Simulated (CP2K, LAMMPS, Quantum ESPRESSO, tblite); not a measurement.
# Codes compared on amorphous 83SiO2-17PbO (mol %) (150 atoms)

How near do other programs and methods come to a plane-wave reference for amorphous 83SiO2-17PbO (mol %) (150 atoms)? A plane-wave run serves as the reference.

Method: Kohn-Sham DFT, PBE, SSSP efficiency 1.3.0 pseudopotentials, plane waves, in Quantum ESPRESSO 7.5.

## 1. The starting structure

The cell holds 150 atoms: 44 Si, 9 Pb and 97 O. Cell: a = 12.944 Å, b = 12.944 Å, c = 12.944 Å, α = 90.0°, β = 90.0°, γ = 90.0°. 150 atoms (44 Si, 9 Sr, 97 O) placed at random at 2.63 g/cm³, melted at 5000 K for 10 ps at fixed volume with the Morse and Coulomb pair potential with partial charges (Pedone, Malavasi, Menziani, Cormack and Segre, J. Phys. Chem. B 110, 11780 (2006)). Quenched from 5000 K to 300 K at 50 K/ps and fixed volume, held 10 ps at zero pressure, then minimised at fixed cell. Then Sr was replaced by Pb and the cell scaled by 1.008 (the potential has no terms for the new elements, so the cell is a start for a DFT relaxation).

## 2. Reference: Quantum ESPRESSO, plane waves

Contents of pw.in:

```
&control
  calculation = 'scf'
  pseudo_dir = './pseudo'
  outdir = './tmp'
  disk_io = 'none'
  tprnfor = .true.
  tstress = .true.
/
&system
  ibrav = 0
  nat = 150
  ntyp = 3
  ecutwfc = 60
  ecutrho = 480
  nosym = .true.
  occupations = 'smearing'
  smearing = 'fd'
  degauss = 0.003675
/
&electrons
  conv_thr = 7.5e-07
  electron_maxstep = 100
  mixing_beta = 0.4
  mixing_mode = 'plain'
  diagonalization = 'david'
/
ATOMIC_SPECIES
Si 28.085 Si.upf
Pb 207.200 Pb.upf
O 15.999 O.upf
CELL_PARAMETERS angstrom
12.94388 0.00000 0.00000
0.00000 12.94388 0.00000
0.00000 0.00000 12.94388
ATOMIC_POSITIONS crystal
Si 0.70615 0.27721 0.34565
Si 0.82718 0.00327 0.13705
Si 0.42606 0.18984 0.03425
Si 0.85075 0.00121 0.37817
Si 0.98544 0.09353 0.54492
Si 0.94025 0.26650 0.26996
Si 0.73445 0.46989 0.22129
Si 0.11313 0.56518 0.59477
Si 0.38092 0.61144 0.03983
Si 0.42918 0.44605 0.33310
Si 0.89694 0.15582 0.83396
Si 0.02828 0.47620 0.79901
[... 134 atom lines left out ...]
O 0.31235 0.47226 0.29100
O 0.95716 0.02969 0.43885
O 0.65949 0.57086 0.19256
O 0.45703 0.53515 0.62539
K_POINTS gamma
```

On the command line:

```console
OMP_NUM_THREADS=1 pw.x -in pw.in > output.txt
```

The program printed:

```text
Program PWSCF
     gamma-point specific algorithms are used
     sticks:   dense  smooth     PW     G-vecs:    dense   smooth      PW
     Sum       22869   11441   2869              2598879   918921  115121
     bravais-lattice index     =            0
     lattice parameter (alat)  =      24.4604  a.u.
     unit-cell volume          =   14634.9093 (a.u.)^3
     number of atoms/cell      =          150
     number of atomic types    =            3
     number of electrons       =       884.00
     number of Kohn-Sham states=          530
     kinetic-energy cutoff     =      60.0000  Ry
     charge density cutoff     =     480.0000  Ry
     scf convergence threshold =      7.5E-07
     mixing beta               =       0.4000
[... lines left out ...]
     number of k points=     1  Fermi-Dirac smearing, width (Ry)=  0.0037
[... lines left out ...]
     total energy              =  -12381.97646936 Ry
[... lines left out ...]
     total energy              =  -12391.87495556 Ry
[... lines left out ...]
     total energy              =  -12392.13214443 Ry
[... lines left out ...]
     c_bands:  2 eigenvalues not converged
[... lines left out ...]
     total energy              =  -12392.21465049 Ry
[... lines left out ...]
     total energy              =  -12392.21465261 Ry
[... lines left out ...]
   -16.8548 -16.7499 -16.5712 -16.5296 -16.4718 -16.4394 -16.3363 -16.3167
   -16.2014 -16.1738 -16.1373 -16.0774 -16.0331 -16.0095 -15.9672 -15.8676
   -15.8556 -15.8411 -15.8293 -15.7263 -15.6696 -15.5926 -15.5464 -15.4874
[...]
11.9993  12.0427  12.0624  12.0853  12.1104  12.1497  12.1708  12.2041
    12.2613  12.2704  12.3094  12.3372  12.3558  12.4029  12.4219  12.4432
    12.4561  12.4876
     the Fermi energy is     5.3826 ev
!    total energy              =  -12392.21465315 Ry
     estimated scf accuracy    <       0.00000042 Ry
     smearing contrib. (-TS)   =      -0.00000000 Ry
     internal energy E=F+TS    =  -12392.21465315 Ry
     The total energy is F=E-TS. E is the sum of the following terms:
     one-electron contribution =   -2445.56168391 Ry
     hartree contribution      =    1735.82267809 Ry
     xc contribution           =   -1408.98763163 Ry
     ewald contribution        =   -2796.14588934 Ry
     one-center paw contrib.   =   -7477.34212637 Ry
     convergence has been achieved in  12 iterations
     Forces acting on atoms (cartesian axes, Ry/au):
     atom    1 type  1   force =    -0.01248426    0.01788955   -0.02450038
     atom    2 type  1   force =     0.05879675   -0.01784514    0.05910765
     atom    3 type  1   force =    -0.01397347    0.06066468    0.04390590
[...]
atom  149 type  3   force =     0.01255553    0.03375722   -0.00869797
     atom  150 type  3   force =    -0.01490496    0.04337174    0.01790363
     Total force =     0.740172     Total SCF correction =     0.001000
     Computing stress (Cartesian axis) and pressure
          total   stress  (Ry/bohr**3)                   (kbar)     P=       10.60
   0.00001738   0.00003360  -0.00001784            2.56        4.94       -2.62
   0.00003360   0.00007679   0.00006674            4.94       11.30        9.82
  -0.00001784   0.00006674   0.00012211           -2.62        9.82       17.96
     Message from routine punch:
     Nothing written, as per user request (disk_io='none')
```

It took 53 min on 1 thread of Arm Neoverse V2, shared host; peak memory 9.1 GiB.

Banners, paths, timers and routine set-up lines are dropped from the logs unmarked, and long logs keep their key lines alone; longer cuts are marked.

Numbers from this run:

* r.m.s. force component: 0.8971 eV/Å
* longest force: 3.839 eV/Å
* pressure: 1.061 GPa
* gap (highest filled to lowest empty level): 1.931 eV

## 3. Local order

Density 3.56 g/cm³, 14.46 Å³ an atom.

Pair distribution functions g(r), in bins of 0.2 Å:

| r (Å) | total | O-O | O-Si | O-Pb | Si-Si | Si-Pb | Pb-Pb |
| --- | --- | --- | --- | --- | --- | --- | --- |
| 1.50 | 0.84 | 0.00 | 2.23 | 0.00 | 0.00 | 0.00 | 0.00 |
| 1.70 | 4.25 | 0.00 | 11.21 | 0.00 | 0.00 | 0.00 | 0.00 |
| 1.90 | 0.02 | 0.00 | 0.05 | 0.00 | 0.00 | 0.00 | 0.00 |
| 2.10 | 0.00 | 0.00 | 0.00 | 0.00 | 0.00 | 0.00 | 0.00 |
| 2.30 | 0.01 | 0.00 | 0.00 | 0.17 | 0.00 | 0.00 | 0.00 |
| 2.50 | 1.21 | 2.47 | 0.00 | 2.21 | 0.00 | 0.00 | 0.00 |
| 2.70 | 1.91 | 4.24 | 0.00 | 1.74 | 0.00 | 0.00 | 0.00 |
| 2.90 | 0.53 | 0.68 | 0.07 | 2.01 | 0.81 | 0.00 | 0.00 |
| 3.10 | 0.87 | 0.69 | 0.27 | 0.72 | 4.79 | 0.22 | 0.00 |
| 3.30 | 0.85 | 0.80 | 0.78 | 0.55 | 1.69 | 0.79 | 1.93 |
| 3.50 | 0.82 | 0.72 | 1.09 | 0.33 | 0.07 | 2.12 | 0.00 |
| 3.70 | 1.08 | 0.56 | 1.70 | 1.08 | 0.26 | 2.74 | 0.00 |
| 3.90 | 1.04 | 0.60 | 1.60 | 0.65 | 0.53 | 2.29 | 2.69 |
| 4.10 | 1.15 | 0.57 | 1.82 | 0.95 | 1.11 | 1.18 | 1.25 |
| 4.30 | 1.27 | 0.92 | 1.82 | 1.01 | 0.88 | 1.06 | 2.25 |
| 4.50 | 0.91 | 0.82 | 0.86 | 1.16 | 1.58 | 0.54 | 0.00 |
| 4.70 | 1.03 | 1.31 | 0.59 | 1.47 | 1.05 | 1.10 | 2.86 |
| 4.90 | 1.16 | 1.65 | 0.61 | 1.45 | 1.27 | 0.64 | 0.00 |
| 5.10 | 1.15 | 1.68 | 0.65 | 1.14 | 1.04 | 0.84 | 0.00 |
| 5.30 | 1.04 | 1.21 | 0.85 | 1.05 | 1.08 | 0.77 | 2.21 |
| 5.50 | 0.82 | 0.81 | 0.79 | 0.75 | 1.07 | 0.86 | 0.70 |
| 5.70 | 0.91 | 0.77 | 1.06 | 0.92 | 0.90 | 0.86 | 0.66 |
| 5.90 | 0.97 | 0.83 | 1.15 | 0.71 | 1.23 | 0.81 | 0.00 |
| 6.10 | 0.94 | 0.72 | 1.21 | 0.77 | 0.67 | 1.64 | 0.57 |
| 6.30 | 0.96 | 0.83 | 1.19 | 1.00 | 0.58 | 1.11 | 0.54 |

Bonds by pair of elements; cutoffs follow the first minimum of g(r), held within bounds set by covalent radii, and pairs that aren't listed don't count as bonded (cutoffs were set anew for this text, so counts can differ from the run's own analysis):

| pair A-B | cutoff (Å) | bonds | mean length (Å) | spread (Å) | shortest (Å) | B about A | A about B |
| --- | --- | --- | --- | --- | --- | --- | --- |
| O-Si | 2.16 | 177 | 1.63 | 0.04 | 1.54 | 1.82 | 4.02 |
| O-Pb | 2.62 | 16 | 2.50 | 0.057 | 2.39 | 0.165 | 1.78 |

The cutoff for O-Pb falls short of the minimum of g(r), so counts run low and odd coordinations can be artefacts.

How many atoms have how many bonded neighbours:

| element | mean | 0 | 1 | 2 | 3 | 4 | 5 |
| --- | --- | --- | --- | --- | --- | --- | --- |
| O | 1.99 | 0 | 4 | 90 | 3 | 0 | 0 |
| Pb | 1.78 | 1 | 3 | 3 | 1 | 1 | 0 |
| Si | 4.02 | 0 | 0 | 0 | 0 | 43 | 1 |

Rings of the network by King's shortest-path rule, up to 12 atoms, one path for each pair of neighbours; H, halogens, alkali and alkaline-earth atoms are left out, and the last column divides by all other atoms, bonded or not:

| ring size (atoms) | rings | per network atom |
| --- | --- | --- |
| 4 | 1 | 0.007 |
| 6 | 1 | 0.007 |
| 8 | 9 | 0.06 |
| 10 | 15 | 0.1 |
| 12 | 20 | 0.133 |

## 4. The ladder

The programs:
- CP2K 2026.2: Gaussian basis with GTH pseudopotentials and a plane-wave density; labels give functional, basis (MOLOPT sets; SR short-range, UZH the newer set with its own potentials), grid cutoff/relative cutoff and solver (OT: orbital transformation; TRS4, TC2, SIGN: linear-scaling purification with its sparsity filter), or its built-in tight binding.
- tblite 0.8.0: extended tight binding, driven from Python.

All use the same cell and atoms; the electronic-structure runs use the same k-mesh, and an electronic temperature of 580 K (0.05 eV) where levels are smeared.

Differences are against the plane-wave reference, forces as r.m.s. over components; share is that over the reference's r.m.s. force, slope the least-squares factor from reference forces to these. Total energies of different programs have different zeros and aren't compared.

| run | Δ force, r.m.s. (meV/Å) | share (%) | slope | Δ pressure (GPa) | Δ gap (eV) | cores | CPU time | memory (GiB) |
| --- | --- | --- | --- | --- | --- | --- | --- | --- |
| reference | - | - | - | - | - | 1 | 53 min | 9.1 |
| CP2K GFN1-xTB, OT DIIS | 491 | 54.8 | 0.849 | 0.095 | - | 2 | 14 s | 0.5 |
| CP2K PBE, DZVP-MOLOPT (SR for Pb), 600/50 Ry, OT CG | 104 | 11.6 | 0.950 | -0.690 | -0.141 | 4 | 50 min | 4.7 |
| CP2K PBE, DZVP-MOLOPT-SR, 210/50 Ry, OT CG (coarse) | 175 | 19.5 | 0.979 | 0.220 | -0.148 | 2 | 15 min | 1.2 |
| CP2K PBE, DZVP-MOLOPT-SR, 600/20 Ry, OT CG (coarse) | 131 | 14.6 | 0.972 | 0.624 | -0.148 | 4 | 13 min | 4.6 |
| CP2K PBE, DZVP-MOLOPT-SR, 600/50 Ry, diagonalisation | 99.1 | 11.0 | 0.982 | -0.107 | -0.149 | 4 | 8.9 min | 7.6 |
| CP2K PBE, SZV-MOLOPT-SR, 600/50 Ry, OT CG (coarse) | 1051 | 117 | 1.713 | 19.7 | -0.846 | 2 | 13 min | 2.7 |
| tblite GFN1-xTB | 545 | 60.7 | 0.572 | 3.40 | - | 1 | 7.7 s | 0.18 |

Rows marked coarse were listed beforehand as settings not expected to be converged; some can still land near the reference.

CPU time is summed over cores on a shared host, where runs went side by side, so it is rough. Symmetry, cutoffs, thresholds, outputs and thread counts weren't matched or tuned between programs; memory under MPI is the largest rank's times the ranks.

Mean charges by element (e), by run and scheme:

| run | scheme | Si | Pb | O |
| --- | --- | --- | --- | --- |
| CP2K GFN1-xTB, OT DIIS | Mulliken | +0.89 | +1.00 | -0.50 |
| CP2K PBE, DZVP-MOLOPT (SR for Pb), 600/50 Ry, OT CG | Mulliken | +1.22 | +1.14 | -0.66 |
| CP2K PBE, DZVP-MOLOPT (SR for Pb), 600/50 Ry, OT CG | Hirshfeld | +0.52 | +0.73 | -0.30 |
| CP2K PBE, DZVP-MOLOPT-SR, 600/50 Ry, diagonalisation | Mulliken | +0.85 | +1.23 | -0.50 |
| CP2K PBE, DZVP-MOLOPT-SR, 600/50 Ry, diagonalisation | Hirshfeld | +0.51 | +0.73 | -0.30 |
| tblite GFN1-xTB | Mulliken | +0.44 | +0.81 | -0.28 |

Within one program, basis, potentials and functional, energies share a zero. Each run against its twin at the usual cutoff or grid and solver:

| run | twin | Δ energy (meV/atom) | Δ force, r.m.s. (meV/Å) | CPU time over the twin's |
| --- | --- | --- | --- | --- |
| CP2K PBE, DZVP-MOLOPT-SR, 210/50 Ry, OT CG | DZVP-MOLOPT-SR, 600/50 Ry, diagonalisation | -12.0 | 153 | 1.6 (this twin ran on 4 cores) |
| CP2K PBE, DZVP-MOLOPT-SR, 600/20 Ry, OT CG | DZVP-MOLOPT-SR, 600/50 Ry, diagonalisation | -12.3 | 86.4 | 1.5 |

## 5. Outcome

```json
{
  "reference r.m.s. force component": "0.897 eV/Å",
  "nearest in forces": "CP2K PBE, DZVP-MOLOPT-SR, 600/50 Ry, diagonalisation, 11 %",
  "farthest in forces": "CP2K PBE, SZV-MOLOPT-SR, 600/50 Ry, OT CG (coarse), 117 %",
  "cheapest electronic-structure run beside the reference": "tblite GFN1-xTB, 7.7 s of CPU time"
}
```

What this shows: The PBE runs in local orbitals, coarse settings apart, differ by 11 % (CP2K PBE, DZVP-MOLOPT-SR, 600/50 Ry, diagonalisation) to 12 % (CP2K PBE, DZVP-MOLOPT (SR for Pb), 600/50 Ry, OT CG); basis, grid and potentials can all enter. Tight binding differs by 55 % (CP2K GFN1-xTB, OT DIIS) to 61 % (tblite GFN1-xTB); it is another model, with fitted parameters of its own, and the xTB methods hold dispersion. CP2K PBE, DZVP-MOLOPT (SR for Pb), 600/50 Ry, OT CG needed 74 SCF steps, so its time overstates the method's usual cost. Runs with settings chosen to be coarse differ by 15 % (CP2K PBE, DZVP-MOLOPT-SR, 600/20 Ry, OT CG) to 117 % (CP2K PBE, SZV-MOLOPT-SR, 600/50 Ry, OT CG), their programs' other errors included. Of the electronic-structure runs that take under half the reference's CPU time, CP2K PBE, DZVP-MOLOPT-SR, 600/50 Ry, diagonalisation comes nearest, at 11 % in 8.9 min against 53 min. At the same functional, gaps differ from the reference's 1.93 eV by between -0.85 and -0.14 eV. In pressure, CP2K PBE, SZV-MOLOPT-SR, 600/50 Ry, OT CG misses by +19.7 GPa, at the same functional. Charges hang on model, scheme and program or settings: among these rows the mean for Si runs from +0.44 to +1.22 e. In the reference: filled and empty levels are parted by 1.93 eV (on the run's k-points); a semilocal functional narrows such gaps, while the missing spin–orbit coupling widens them for these heavy elements, so the errors pull opposite ways. In a disordered cell it changes from sample to sample, and tail or defect levels can set it. In the reference: rings of 12 atoms are the most common (43 % of those counted); sizes run from 4 to 12, where the search stops. Periodic xTB results under one method name differ between programs and library versions. The potentials hold different valence shells: 884 electrons in the reference, 794 in CP2K with SZV-MOLOPT-SR; this bears on time and differences. The reference's pressure holds the uncorrected Pulay stress of its 60 Ry basis, so small pressure differences, and their order, may be the reference's own error. The quench rate of 50 K/ps is many orders above laboratory rates, so the cell is likely richer in defects and strain than a real sample. The network of bonds at the start is that of the classical potential that made the cell, and needn't be the one that DFT or experiment would give. The electronic-structure runs sample only Γ, in a cell whose shortest periodic width is 13 Å. Spin–orbit coupling is left out, which matters for the levels of the heavy elements.

[Also dropped from logs without a mark: logging warnings of Python, and SIESTA's first energy breakdown and zero terms.]

[Logs are printed without paths, hosts, clocks, repeated set-up lines and the standing remarks that a program may print on its own settings, such as how far it seeks lower states.]

[Hosts, paths, dates, database ids (printed as entryN), source tags and the programs' standing remarks are cut or masked in the printed files.]
